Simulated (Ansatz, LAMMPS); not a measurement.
# N in place of O at several sites of amorphous 50HfO2-50SiO2 (mol %) (84 atoms), part 4 of 5

At which site of amorphous 50HfO2-50SiO2 (mol %) (84 atoms) does N in place of O cost least, and what about the site decides it?

Ansatz 0.2.0; Kohn-Sham DFT, PBE, PAW (set soft_2), plane waves.

The cell: 14 Hf, 14 Si and 56 O. The quench rate of 50 K/ps far exceeds what a furnace or splat quench reaches. The network of bonds at the start is that of the classical potential that made the cell. The Brillouin zone is sampled at Γ only, in a cell whose shortest periodic width is 11 Å. No spin–orbit coupling is included.

So far. Step 8 (N on a site of O, site O45): The relaxation converged after 8 steps, 0.225 eV below its start, with a largest force component of 0.043 eV/Å.

## Step 9: N on a site of O, site O71

The site has 3 bonded neighbours (Hf2Si) at 2.01 Å on average. 

Contents of input.yaml:

```yaml
crystal:
  lattice:
    - [10.6577, 0.0, 0.0]
    - [0.0, 10.6577, 0.0]
    - [0.0, 0.0, 10.6577]
  atoms:
    [... atom lines 1 to 67 left out ...]
    - { symbol: O, position: [0.07106, 0.41522, 0.58429] }
    - { symbol: O, position: [0.11514, 0.94688, 0.60366] }
    - { symbol: O, position: [0.97015, 0.96486, 0.92956] }
    - { symbol: "N", position: [0.61395, 0.61166, 0.02442], spin: 0.6 }
    - { symbol: O, position: [0.40897, 0.27936, 0.78748] }
    - { symbol: O, position: [0.60891, 0.41324, 0.86995] }
    - { symbol: O, position: [0.21917, 0.9318, 0.12719] }
    [... atom lines 75 to 84 left out ...]
magnetization:
  spin_polarized: true
kpoints:
  mp_grid: { grid: [1, 1, 1] }
hamiltonian:
  xc: pbe
scf:
  occupations: { method: fermi_dirac, width: 0.025 }
  lower_state_search: "off"
output:
  forces: true
  eigenvalues: true
relax:
  f_tol: 0.05
  max_steps: 90
```

The run is started by

```
$ ansatz run input.yaml --threads 4 --pin off --max-ram 8192MiB --backend cpu --events-out ev --progress --plain --runs-dir out
```

The log of the run:

```text
[...]
Crystal: 84 atoms, lattice volume = 1210.572 Å³
Basis set: ecut = 420 eV, 23703 PW (Γ), exchange–correlation on 144×144×144 points (8 copies of the dense FFT grid, shifted against one another)
Bands: 463, of which v1, the nominal top of the filled ones, is band 378 counted from 1 (377 counted from 0)
Symmetry: 1 space group operations
[...]
k-points: 1
[...]
Starting moments: Σ|m| = 2.4 μB on 4 of 84 sites
[...]
SCF iter   1: F=—  HF=-260762.450832 eV  |F-HF|=—  |Δ(HF+E_count)|=         —  Δρ=5.21e-2 (↑4.63e-2 ↓5.21e-2)  dr2=2.26e2  dr2_m=8.90e-1  M=0.046 μB ∫|m|=0.396 μB  β_m=0.30  ethr=3.10e-3  ⟨swp⟩=6.0  Hψ=3073  notcnv=0  defer=106
[...]
SCF iter   3: F=—  HF=-260702.691921 eV  |F-HF|=—  |Δ(HF+E_count)|=    2.01e1  Δρ=1.81e-2 (↑1.42e-2 ↓1.81e-2)  dr2=1.42e1  dr2_m=3.66e-1  M=0.992 μB ∫|m|=1.039 μB  β_m=0.30  ethr=3.10e-3  ⟨swp⟩=4.0  Hψ=2607  notcnv=0  defer=162
[...]
SCF iter   7: F=—  HF=-260700.049991 eV  |F-HF|=—  |Δ(HF+E_count)|=   2.31e-3  Δρ=2.18e-3 (↑2.18e-3 ↓1.96e-3)  dr2=3.21e-2  dr2_m=4.04e-2  M=0.999 μB ∫|m|=1.060 μB  β_m=0.30  ethr=2.92e-5  ⟨swp⟩=4.0  Hψ=1418  notcnv=0  defer=162
[...]
SCF iter   9: F=—  HF=-260700.121918 eV  |F-HF|=—  |Δ(HF+E_count)|=   4.53e-2  Δρ=3.03e-4 (↑2.43e-4 ↓3.03e-4)  dr2=3.49e-3  dr2_m=3.28e-4  M=1.000 μB ∫|m|=1.106 μB  β_m=0.74  ethr=2.51e-6  ⟨swp⟩=3.0  Hψ=1799  notcnv=0  defer=162
[...]
SCF iter  13: F=-260700.124002 eV  HF=-260700.124012 eV  |F-HF|=9.42e-6  |Δ(HF+E_count)|=   1.39e-5  Δρ=1.91e-5 (↑1.76e-5 ↓1.91e-5)  dr2=1.54e-5  dr2_m=1.23e-6  M=1.000 μB ∫|m|=1.112 μB  β_m=0.77  ethr=8.28e-9  ⟨swp⟩=13.0  Hψ=4933  notcnv=0
SCF iter  14: F=-260700.124007 eV  HF=-260700.124012 eV  |F-HF|=5.15e-6  |Δ(HF+E_count)|=   2.21e-9  Δρ=1.25e-5 (↑1.02e-5 ↓1.25e-5)  dr2=6.04e-6  dr2_m=1.62e-7  M=1.000 μB ∫|m|=1.112 μB  ethr=2.04e-9  ⟨swp⟩=3.0  Hψ=2796  notcnv=0
SCF 1 converged in 14 iterations: F = -260700.124007 eV  dr2 = 6.04e-6
[...]
relax step   1: F+E_penalty+E_count = -260700.12400664 eV  Δ(F+E_penalty+E_count) = +0.000e0 eV  max|allowed force component| = 1.356e0 eV/Å  Δτ_max = 0.0000 Å  (14 SCF iters, dr2 threshold 6.25e-5 eV, accepted)
[... from here on, the SCF cycles and remarks between the steps are left out ...]
relax step   2: F+E_penalty+E_count = -260700.21348884 eV  Δ(F+E_penalty+E_count) = -8.948e-2 eV  max|allowed force component| = 9.474e-1 eV/Å  Δτ_max = 0.0427 Å  (6 SCF iters, dr2 threshold 1.00e-4 eV, accepted)
relax step   3: F+E_penalty+E_count = -260700.24910197 eV  Δ(F+E_penalty+E_count) = -3.561e-2 eV  max|allowed force component| = 2.067e-1 eV/Å  Δτ_max = 0.0283 Å  (6 SCF iters, dr2 threshold 5.61e-5 eV, accepted)
relax step   4: F+E_penalty+E_count = -260699.63746505 eV  Δ(F+E_penalty+E_count) = +6.116e-1 eV  max|allowed force component| = 1.997e0 eV/Å  Δτ_max = 0.1743 Å  (9 SCF iters, dr2 threshold 2.67e-6 eV, rejected (line search))
relax step   5: F+E_penalty+E_count = -260700.25995347 eV  Δ(F+E_penalty+E_count) = -1.085e-2 eV  max|allowed force component| = 6.529e-2 eV/Å  Δτ_max = 0.0255 Å  (11 SCF iters, accepted)
relax step   6: F+E_penalty+E_count = -260700.26186478 eV  Δ(F+E_penalty+E_count) = -1.911e-3 eV  max|allowed force component| = 5.009e-2 eV/Å  Δτ_max = 0.0204 Å  (8 SCF iters, accepted)
relax step   7: F+E_penalty+E_count = -260700.26306949 eV  Δ(F+E_penalty+E_count) = -1.205e-3 eV  max|allowed force component| = 5.054e-2 eV/Å  Δτ_max = 0.0073 Å  (8 SCF iters, accepted)
relax step   8: F+E_penalty+E_count = -260700.26287239 eV  Δ(F+E_penalty+E_count) = +1.971e-4 eV  max|allowed force component| = 4.909e-2 eV/Å  Δτ_max = 0.0213 Å  (9 SCF iters, accepted)
SCF converged after 9 iterations
Magnetization: 1.0000 μB (378.0000 up, 377.0000 down)
Absolute magnetization: 1.1176 μB (∫|ρ↑−ρ↓|, with the PAW one-centre terms)
[...]
Per-site moments (μB) at R_I (Å): [(-0.000148605, 0.835822), (0.00102281, 0.830423), (0.000208633, 0.816341), (1.687059e-6, 0.816442), (8.788550e-5, 0.790300), [...]
Free energy (F): -260700.262872 eV
[...]
Internal energy: -260700.262872 eV  (E = F + TS)
E sigma→0 (E₀):  -260700.262872 eV
Entropy (-TS):   -0.000000 eV (-0.000 meV/atom)
Fermi energy:    6.443873 eV
[...]
Σ components = -260700.262872   (vs F -260700.262872, Δ=0.00e0)
--- Forces (eV/Å), atoms counted from 1 ---
  atom   1  Hf    -0.00097617    -0.00829143    -0.00997727
  atom   2  Hf     0.00041915     0.00183175    -0.01209282
  atom   3  Hf    -0.00077884     0.01497497    -0.00952785
  atom   4  Hf    -0.00415694    -0.00712326    -0.00084009
[...]
atom  84  O      0.00258216    -0.00832204     0.00537413
  max |Σ_I F_I| component: 7.19e-5 eV/Å
--- Band table (eV) ---
[...]
--- Relaxed structure (8 steps of the walk, 7 accepted, 0 SCFs on fresh bases) ---
  F+E_penalty+E_count = -260700.26287239 eV   max|allowed force component| = 4.909e-2 eV/Å
  atoms:
    - { symbol: Hf, position: [0.372284, 0.805578, 0.151221] }
    - { symbol: Hf, position: [0.501095, 0.247132, 0.250831] }
    - { symbol: Hf, position: [0.292755, 0.445451, 0.143618] }
    - { symbol: Hf, position: [0.752939, 0.131108, 0.578963] }
[...]
- { symbol: O, position: [0.859789, 0.521918, 0.522770] }
```

The job ended after 7.8 min (4 threads of Intel Xeon at 2.50GHz (Skylake/Cascade Lake), shared host; peak memory 3.1 GiB; 27 min of CPU time).

The relaxation converged after 8 steps, 0.139 eV below its start, with a largest force component of 0.049 eV/Å.

The surroundings of the N atom, after relaxation, nearest first, numbered as they follow in the input and with coordinates relative to it.

| atom | x | y | z | distance (Å) | bonds | moment (μB) |
| --- | --- | --- | --- | --- | --- | --- |
| N71 | 0.00 | 0.00 | 0.00 | 0.00 | 3 | 0.48 |
| Si17 | -0.32 | -0.51 | -1.63 | 1.74 | 4 | 0.00 |
| Hf13 | 0.86 | 1.51 | 1.28 | 2.16 | 6 | 0.00 |
| Hf9 | 0.80 | -1.70 | 1.19 | 2.23 | 5 | 0.00 |
| O58 | 0.93 | 0.32 | -2.40 | 2.59 | 3 | 0.04 |
| O76 | -1.88 | -0.25 | -2.02 | 2.77 | 2 | 0.02 |
| O73 | -0.07 | -2.13 | -1.76 | 2.77 | 2 | 0.00 |
| O80 | -1.37 | -2.06 | 1.24 | 2.77 | 3 | 0.04 |
| O31 | 2.43 | -1.37 | 0.00 | 2.79 | 2 | 0.07 |
| O64 | 1.32 | -0.22 | 2.47 | 2.81 | 3 | 0.00 |

The largest move is 0.10 Å, by O73.

## Step 10: N on a site of O, site O29

The site has 2 bonded neighbours (Si2) at 1.64 Å on average. 

Input and log are left out; they have the form of those shown for this kind of step.

Wall time 8.5 min (4 threads of Intel Xeon at 2.50GHz (Skylake/Cascade Lake), shared host); peak memory 3 GiB.

The relaxation converged after 8 steps, 0.213 eV below its start, with a largest force component of 0.049 eV/Å.

## Step 11: N on a site of O, site O75

The site has 3 bonded neighbours (Hf2Si) at 2.12 Å on average. 

input.yaml, the sections that differ from step 9:

```yaml
crystal:
  lattice:
    - [10.6577, 0.0, 0.0]
    - [0.0, 10.6577, 0.0]
    - [0.0, 0.0, 10.6577]
  atoms:
    [... atom lines 1 to 71 left out ...]
    - { symbol: O, position: [0.40897, 0.27936, 0.78748] }
    - { symbol: O, position: [0.60891, 0.41324, 0.86995] }
    - { symbol: O, position: [0.21917, 0.9318, 0.12719] }
    - { symbol: "N", position: [0.40928, 0.05766, 0.30792], spin: 0.6 }
    - { symbol: O, position: [0.44172, 0.59059, 0.83794] }
    - { symbol: O, position: [0.81041, 0.99906, 0.72215] }
    - { symbol: O, position: [0.58178, 0.89422, 0.09621] }
    [... atom lines 79 to 84 left out ...]
# magnetization, kpoints, hamiltonian, scf, output, relax: as in step 9
```

The log of the run:

```text
[...]
Crystal: 84 atoms, lattice volume = 1210.572 Å³
Basis set: ecut = 420 eV, 23703 PW (Γ), exchange–correlation on 144×144×144 points (8 copies of the dense FFT grid, shifted against one another)
Bands: 463, of which v1, the nominal top of the filled ones, is band 378 counted from 1 (377 counted from 0)
Symmetry: 1 space group operations
[...]
k-points: 1
[...]
Starting moments: Σ|m| = 2.4 μB on 4 of 84 sites
[...]
SCF iter   1: F=—  HF=-260762.056388 eV  |F-HF|=—  |Δ(HF+E_count)|=         —  Δρ=5.21e-2 (↑4.61e-2 ↓5.21e-2)  dr2=2.24e2  dr2_m=8.86e-1  M=0.067 μB ∫|m|=0.405 μB  β_m=0.30  ethr=3.10e-3  ⟨swp⟩=6.0  Hψ=3084  notcnv=0  defer=104
[...]
SCF iter  14: F=-260700.098845 eV  HF=-260700.098887 eV  |F-HF|=4.12e-5  |Δ(HF+E_count)|=   3.32e-5  Δρ=3.22e-5 (↑3.02e-5 ↓3.22e-5)  dr2=4.77e-5  dr2_m=2.56e-7  M=1.000 μB ∫|m|=1.103 μB  ethr=8.28e-9  ⟨swp⟩=14.0  Hψ=4687  notcnv=0
SCF 1 converged in 14 iterations: F = -260700.098845 eV  dr2 = 4.77e-5
[...]
relax step   1: F+E_penalty+E_count = -260700.09884534 eV  Δ(F+E_penalty+E_count) = +0.000e0 eV  max|allowed force component| = 1.806e0 eV/Å  Δτ_max = 0.0000 Å  (14 SCF iters, dr2 threshold 6.25e-5 eV, accepted)
[... from here on, the SCF cycles and remarks between the steps are left out ...]
relax step   2: F+E_penalty+E_count = -260700.21836076 eV  Δ(F+E_penalty+E_count) = -1.195e-1 eV  max|allowed force component| = 1.153e0 eV/Å  Δτ_max = 0.0619 Å  (7 SCF iters, dr2 threshold 1.00e-4 eV, accepted)
relax step   3: F+E_penalty+E_count = -260700.28107012 eV  Δ(F+E_penalty+E_count) = -6.271e-2 eV  max|allowed force component| = 2.479e-1 eV/Å  Δτ_max = 0.0424 Å  (7 SCF iters, dr2 threshold 8.30e-5 eV, accepted)
relax step   4: F+E_penalty+E_count = -260700.29318458 eV  Δ(F+E_penalty+E_count) = -1.211e-2 eV  max|allowed force component| = 1.841e-1 eV/Å  Δτ_max = 0.0221 Å  (7 SCF iters, dr2 threshold 3.84e-6 eV, accepted)
relax step   5: F+E_penalty+E_count = -260700.28183838 eV  Δ(F+E_penalty+E_count) = +1.135e-2 eV  max|allowed force component| = 4.261e-1 eV/Å  Δτ_max = 0.1113 Å  (10 SCF iters, rejected (line search))
relax step   6: F+E_penalty+E_count = -260700.31382086 eV  Δ(F+E_penalty+E_count) = -2.064e-2 eV  max|allowed force component| = 1.230e-1 eV/Å  Δτ_max = 0.0542 Å  (9 SCF iters, accepted)
relax step   7: F+E_penalty+E_count = -260700.32828447 eV  Δ(F+E_penalty+E_count) = -1.446e-2 eV  max|allowed force component| = 7.760e-2 eV/Å  Δτ_max = 0.1000 Å  (8 SCF iters, dr2 threshold 6.75e-6 eV, accepted)
relax step   8: F+E_penalty+E_count = -260700.33362251 eV  Δ(F+E_penalty+E_count) = -5.338e-3 eV  max|allowed force component| = 1.325e-1 eV/Å  Δτ_max = 0.0413 Å  (9 SCF iters, accepted)
relax step   9: F+E_penalty+E_count = -260700.33919467 eV  Δ(F+E_penalty+E_count) = -5.572e-3 eV  max|allowed force component| = 1.317e-1 eV/Å  Δτ_max = 0.0407 Å  (7 SCF iters, dr2 threshold 6.99e-6 eV, accepted)
relax step  10: F+E_penalty+E_count = -260700.34980454 eV  Δ(F+E_penalty+E_count) = -1.061e-2 eV  max|allowed force component| = 1.702e-1 eV/Å  Δτ_max = 0.1219 Å  (7 SCF iters, dr2 threshold 1.72e-5 eV, accepted)
relax step  11: F+E_penalty+E_count = -260700.35637611 eV  Δ(F+E_penalty+E_count) = -6.572e-3 eV  max|allowed force component| = 2.874e-1 eV/Å  Δτ_max = 0.1930 Å  (7 SCF iters, dr2 threshold 2.86e-5 eV, accepted)
relax step  12: F+E_penalty+E_count = -260700.37608701 eV  Δ(F+E_penalty+E_count) = -1.971e-2 eV  max|allowed force component| = 1.857e-1 eV/Å  Δτ_max = 0.0542 Å  (5 SCF iters, dr2 threshold 8.26e-5 eV, accepted)
relax step  13: F+E_penalty+E_count = -260700.39205704 eV  Δ(F+E_penalty+E_count) = -1.597e-2 eV  max|allowed force component| = 2.158e-1 eV/Å  Δτ_max = 0.0506 Å  (7 SCF iters, dr2 threshold 1.44e-5 eV, accepted)
relax step  14: F+E_penalty+E_count = -260700.39838878 eV  Δ(F+E_penalty+E_count) = -6.332e-3 eV  max|allowed force component| = 4.341e-1 eV/Å  Δτ_max = 0.1128 Å  (7 SCF iters, dr2 threshold 1.94e-5 eV, accepted)
relax step  15: F+E_penalty+E_count = -260700.40897250 eV  Δ(F+E_penalty+E_count) = -1.058e-2 eV  max|allowed force component| = 3.061e-1 eV/Å  Δτ_max = 0.0433 Å  (5 SCF iters, dr2 threshold 1.00e-4 eV, accepted)
relax step  16: F+E_penalty+E_count = -260700.40650506 eV  Δ(F+E_penalty+E_count) = +2.467e-3 eV  max|allowed force component| = 5.876e-1 eV/Å  Δτ_max = 0.2000 Å  (7 SCF iters, dr2 threshold 4.66e-5 eV, rejected (line search))
relax step  17: F+E_penalty+E_count = -260700.43329161 eV  Δ(F+E_penalty+E_count) = -2.432e-2 eV  max|allowed force component| = 7.083e-2 eV/Å  Δτ_max = 0.0992 Å  (10 SCF iters, accepted)
relax step  18: F+E_penalty+E_count = -260700.44685035 eV  Δ(F+E_penalty+E_count) = -1.356e-2 eV  max|allowed force component| = 1.564e-1 eV/Å  Δτ_max = 0.1000 Å  (10 SCF iters, accepted)
relax step  19: F+E_penalty+E_count = -260700.46569330 eV  Δ(F+E_penalty+E_count) = -1.884e-2 eV  max|allowed force component| = 2.288e-1 eV/Å  Δτ_max = 0.1488 Å  (10 SCF iters, accepted)
relax step  20: F+E_penalty+E_count = -260700.44610036 eV  Δ(F+E_penalty+E_count) = +1.959e-2 eV  max|allowed force component| = 7.728e-1 eV/Å  Δτ_max = 0.1996 Å  (7 SCF iters, dr2 threshold 5.24e-5 eV, rejected (line search))
relax step  21: F+E_penalty+E_count = -260700.50616895 eV  Δ(F+E_penalty+E_count) = -4.048e-2 eV  max|allowed force component| = 2.357e-1 eV/Å  Δτ_max = 0.0998 Å  (10 SCF iters, accepted)
relax step  22: F+E_penalty+E_count = -260700.52937993 eV  Δ(F+E_penalty+E_count) = -2.321e-2 eV  max|allowed force component| = 2.860e-1 eV/Å  Δτ_max = 0.0975 Å  (6 SCF iters, dr2 threshold 5.55e-5 eV, accepted)
relax step  23: F+E_penalty+E_count = -260700.55813875 eV  Δ(F+E_penalty+E_count) = -2.876e-2 eV  max|allowed force component| = 3.112e-1 eV/Å  Δτ_max = 0.1500 Å  (7 SCF iters, dr2 threshold 8.18e-5 eV, accepted)
relax step  24: F+E_penalty+E_count = -260700.58267961 eV  Δ(F+E_penalty+E_count) = -2.454e-2 eV  max|allowed force component| = 3.635e-1 eV/Å  Δτ_max = 0.0397 Å  (5 SCF iters, dr2 threshold 9.68e-5 eV, accepted)
relax step  25: F+E_penalty+E_count = -260700.63665451 eV  Δ(F+E_penalty+E_count) = -5.397e-2 eV  max|allowed force component| = 3.615e-1 eV/Å  Δτ_max = 0.2000 Å  (7 SCF iters, dr2 threshold 1.00e-4 eV, accepted)
relax step  26: F+E_penalty+E_count = -260700.66729666 eV  Δ(F+E_penalty+E_count) = -3.064e-2 eV  max|allowed force component| = 2.037e-1 eV/Å  Δτ_max = 0.0246 Å  (5 SCF iters, dr2 threshold 1.00e-4 eV, accepted)
relax step  27: F+E_penalty+E_count = -260700.67355975 eV  Δ(F+E_penalty+E_count) = -6.263e-3 eV  max|allowed force component| = 2.251e-1 eV/Å  Δτ_max = 0.2000 Å  (7 SCF iters, dr2 threshold 1.32e-5 eV, accepted)
relax step  28: F+E_penalty+E_count = -260700.69618016 eV  Δ(F+E_penalty+E_count) = -2.262e-2 eV  max|allowed force component| = 4.681e-2 eV/Å  Δτ_max = 0.0731 Å  (6 SCF iters, dr2 threshold 1.61e-5 eV, accepted)
relax step  29: F+E_penalty+E_count = -260700.69618495 eV  Δ(F+E_penalty+E_count) = -4.789e-6 eV  max|allowed force component| = 4.689e-2 eV/Å  Δτ_max = 0.0000 Å  (4 SCF iters, accepted)
SCF converged after 4 iterations
Magnetization: 1.0000 μB (378.0000 up, 377.0000 down)
Absolute magnetization: 1.1088 μB (∫|ρ↑−ρ↓|, with the PAW one-centre terms)
[...]
Per-site moments (μB) at R_I (Å): [(-0.00114638, 0.845529), (-0.00101462, 0.831015), (-6.771256e-5, 0.823828), (-5.026474e-6, 0.787049), (-8.537336e-5, 0.785199), [...]
Free energy (F): -260700.696185 eV
[...]
Internal energy: -260700.696185 eV  (E = F + TS)
E sigma→0 (E₀):  -260700.696185 eV
Fermi energy:    6.574954 eV
[...]
Σ components = -260700.696185   (vs F -260700.696185, Δ=0.00e0)
--- Forces (eV/Å), atoms counted from 1 ---
  atom   1  Hf    -0.00019945     0.00290724     0.04534127
  atom   2  Hf     0.00284704    -0.04530851     0.01397048
  atom   3  Hf    -0.01741796     0.01660696    -0.04566300
  atom   4  Hf    -0.01194157     0.02050334    -0.00242755
[...]
atom  84  O      0.00056081    -0.00617164     0.00997511
  max |Σ_I F_I| component: 1.27e-4 eV/Å
--- Band table (eV) ---
[...]
--- Relaxed structure (29 steps of the walk, 26 accepted, 0 SCFs on fresh bases) ---
  F+E_penalty+E_count = -260700.69618495 eV   max|allowed force component| = 4.689e-2 eV/Å
  atoms:
    - { symbol: Hf, position: [0.363064, 0.820793, 0.155336] }
    - { symbol: Hf, position: [0.512562, 0.256372, 0.269166] }
    - { symbol: Hf, position: [0.305564, 0.448991, 0.149595] }
    - { symbol: Hf, position: [0.773565, 0.135230, 0.592835] }
[...]
- { symbol: O, position: [0.865237, 0.509373, 0.517925] }
```

Wall time 26 min (4 threads); peak memory 3.1 GiB; 1.5 h of CPU time.

The relaxation converged after 29 steps, 0.597 eV below its start, with a largest force component of 0.047 eV/Å.

[end of part 4 of 5]

[Long decimals in the printed logs are rounded to 6 places.]

[Logs are printed without paths, hosts, clocks, repeated set-up lines and the standing remarks that a program may print on its own settings, such as how far it seeks lower states.]

[Hosts, paths, dates, database ids (printed as entryN), source tags and the programs' standing remarks are cut or masked in the printed files.]
